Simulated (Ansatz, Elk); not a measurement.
# NaHCl2: X-ray structure factors from the self-consistent density, part 2 of 2

Structure refinements treat a crystal as free atoms side by side. For a made-up structure of NaHCl2 (cell and positions from a PBE relaxation) the runs below show what the calculated density changes in F(hkl).

Elk 11.2.3 (patched build); all-electron DFT.

So far: The structure; Ground state and structure factors; The highest occupied states alone.

The structure was built from a prototype and need not be the compound's stable phase.

## (4) Another functional

Level of this step: DFT, PBEsol, all-electron APW+lo, Dirac cores, scalar-relativistic bands, static density, no spin (Elk).

The difference from free atoms is small, so it is set against the change that PBEsol makes.

The input, elk.in:

```
tasks
  0
  195

xctype
  22

spinpol
  .false.

rgkmax
  7.0

gmaxvr
  14.0

lmaxo
  7

lmaxapw
  8

swidth
  0.002

tshift
  .false.

ramdisk
  .false.

hmaxvr
  5.5

maxscl
  120

epspot
  1e-06

sppath
  './'

avec
  4.09401943308 2.36368322175 11.19596450491
  -4.09401943308 2.36368322175 11.19596450491
  0.00000000000 -4.72736644351 11.19596450491

atoms
  3
  'Cl.in'
  2
  0.5877991585 0.5877991585 0.5877991585   0.000000 0.000000 0.000000
  0.4122008415 0.4122008415 0.4122008415   0.000000 0.000000 0.000000
  'Na.in'
  1
  -0.0000000000 -0.0000000000 -0.0000000000   0.000000 0.000000 0.000000
  'H.in'
  1
  0.5000000000 0.5000000000 0.5000000000   0.000000 0.000000 0.000000

ngridk
  6 6 6
```

Launch:

```console
$ OMP_NUM_THREADS=4 elk
```

Numbers of over 12 decimals in the logs are rounded to 6 here.

Log:

```text
┌─────────────────────────┐
│ Elk code version 11.2.3 │
└─────────────────────────┘

All units are atomic (Hartree, Bohr, etc.)

┌─────────────────────────────────────────────────┐
│ Ground-state run starting from atomic densities │
└─────────────────────────────────────────────────┘

Lattice vectors :
   4.094019433       2.363683222       11.19596450
  -4.094019433       2.363683222       11.19596450
   0.000000000      -4.727366444       11.19596450

Reciprocal lattice vectors :
  0.7673614415      0.4430363348      0.1870669652
[...]
atom 2                    :    14.23605843     (  0.3757431457E-03)
  species : 2 (Na)
   atom 1                    :    10.01661186     ( -0.9715865845E-07)
  species : 3 (H)
   atom 1                    :   0.4955852564     (   0.000000000    )
 total in muffin-tins        :    38.98431397
 total calculated charge     :    45.99910389
 total charge                :    46.00000000
 error                       :   0.8961080896E-03

┌──────────────────────────────┐
│ Self-consistent loop stopped │
└──────────────────────────────┘

Warning : core states of species 1 leak from the muffin-tin :   0.3757431457E-03

Wrote STATE.OUT
[key lines of the parts left out:]
total energy                :     -1084.4195150219
```

It took 38 s on 4 threads of Intel Xeon Platinum 8488C (Sapphire Rapids), shared host; peak memory 0.24 GiB; 1.9 min of CPU time.

Against the first run R = 0.07 %; the largest change is -0.022 at 110.

## (5) A coarser k-mesh

About half the k-points along each axis test the sampling.

Edit elk.in of step 4 so:

```diff
@@ -5,3 +5,3 @@
 xctype
-  22
+  20
 
@@ -62,2 +62,2 @@
 ngridk
-  6 6 6
+  3 3 3
```

Launch:

```console
$ OMP_NUM_THREADS=4 elk
```

Log:

```text
┌─────────────────────────┐
│ Elk code version 11.2.3 │
└─────────────────────────┘

All units are atomic (Hartree, Bohr, etc.)

┌─────────────────────────────────────────────────┐
│ Ground-state run starting from atomic densities │
└─────────────────────────────────────────────────┘

Lattice vectors :
   4.094019433       2.363683222       11.19596450
  -4.094019433       2.363683222       11.19596450
   0.000000000      -4.727366444       11.19596450

Reciprocal lattice vectors :
  0.7673614415      0.4430363348      0.1870669652
[...]
atom 2                    :    14.24856307     (  0.3729054555E-03)
  species : 2 (Na)
   atom 1                    :    10.01628485     ( -0.9715865534E-07)
  species : 3 (H)
   atom 1                    :   0.5012686053     (   0.000000000    )
 total in muffin-tins        :    39.01467960
 total calculated charge     :    45.99910576
 total charge                :    46.00000000
 error                       :   0.8942370732E-03

┌──────────────────────────────┐
│ Self-consistent loop stopped │
└──────────────────────────────┘

Warning : core states of species 1 leak from the muffin-tin :   0.3729054555E-03

Wrote STATE.OUT
[key lines of the parts left out:]
total energy                :     -1086.1877253288
```

Elapsed: 18 s, on 4 threads; peak memory 0.23 GiB.

Against the first run R = 0.00 %; the largest change is +0.001 at 101.

## (6) Basis size

A smaller basis shows how fast F responds to it; the change is likely larger than the basis error of the first run, but doesn't show convergence.

Edit elk.in of step 5 so:

```diff
@@ -11,3 +11,3 @@
 rgkmax
-  7.0
+  5.5
 
@@ -62,2 +62,2 @@
 ngridk
-  3 3 3
+  6 6 6
```

Launch:

```console
$ OMP_NUM_THREADS=4 elk
```

Log:

```text
┌─────────────────────────┐
│ Elk code version 11.2.3 │
└─────────────────────────┘

All units are atomic (Hartree, Bohr, etc.)

┌─────────────────────────────────────────────────┐
│ Ground-state run starting from atomic densities │
└─────────────────────────────────────────────────┘

Lattice vectors :
   4.094019433       2.363683222       11.19596450
  -4.094019433       2.363683222       11.19596450
   0.000000000      -4.727366444       11.19596450

Reciprocal lattice vectors :
  0.7673614415      0.4430363348      0.1870669652
[...]
atom 2                    :    14.23025689     (  0.3718684376E-03)
  species : 2 (Na)
   atom 1                    :    10.01532243     ( -0.9715865579E-07)
  species : 3 (H)
   atom 1                    :   0.4961571467     (   0.000000000    )
 total in muffin-tins        :    38.97199335
 total calculated charge     :    45.99916418
 total charge                :    46.00000000
 error                       :   0.8358202656E-03

┌──────────────────────────────┐
│ Self-consistent loop stopped │
└──────────────────────────────┘

Warning : core states of species 1 leak from the muffin-tin :   0.3718684376E-03

Wrote STATE.OUT
[key lines of the parts left out:]
total energy                :     -1086.1710010591
```

Wall time 21 s (4 threads); peak memory 0.22 GiB.

Against the first run R = 0.06 %; the largest change is -0.018 at 0 0 12.

## (7) Settings against the effect

```
          run  R against the first run (%)  R against neutral atoms, low angle (%)  wall time
PBE, rgkmax 7                         0.00                                    0.72       36 s
       PBEsol                         0.07                                    0.71       38 s
 k-mesh 3×3×3                         0.00                                    0.72       18 s
   rgkmax 5.5                         0.06                                    0.71       21 s
```

## (8) Results

| Quantity | Value |
| --- | --- |
| R against neutral atoms, sin θ/λ < 0.3 Å⁻¹ | 0.72 % |
| R against neutral atoms, 0.3 to 0.74 Å⁻¹ | 0.28 % |

**Reading.** Independent neutral atoms miss the calculated amplitudes by R = 0.72 % below 0.3 Å⁻¹ and 0.28 % from there to 0.74 Å⁻¹; by shells, 0.77 % below 0.15 Å⁻¹ (3 forms), 0.71 % 0.15 to 0.3 (12 forms), 0.45 % 0.3 to 0.45 (24 forms), 0.24 % above 0.45 (110 forms). Bonding, aspherical density and the tables' own atoms all enter these figures, and the runs don't part them. The largest change of an amplitude is +0.49 electrons, at 006. The window's part falls from 12.0 electrons at the origin to at most 0.30 between 0.45 and 0.74 Å⁻¹. Below 0.3 Å⁻¹ the changes that finished (PBEsol, k-mesh 3×3×3 and rgkmax 5.5) move F by R = 0.07 % at most, against the 0.72 % that separates it from free atoms. Part of the difference isn't bonding: the tables are fits to free atoms and ions calculated by other methods than this functional. Thermal motion, anomalous dispersion and extinction are left out.

[Logs are printed without paths, hosts, clocks, repeated set-up lines and the standing remarks that a program may print on its own settings, such as how far it seeks lower states.]

[Hosts, paths, dates, database ids (printed as entryN), source tags and the programs' standing remarks are cut or masked in the printed files.]
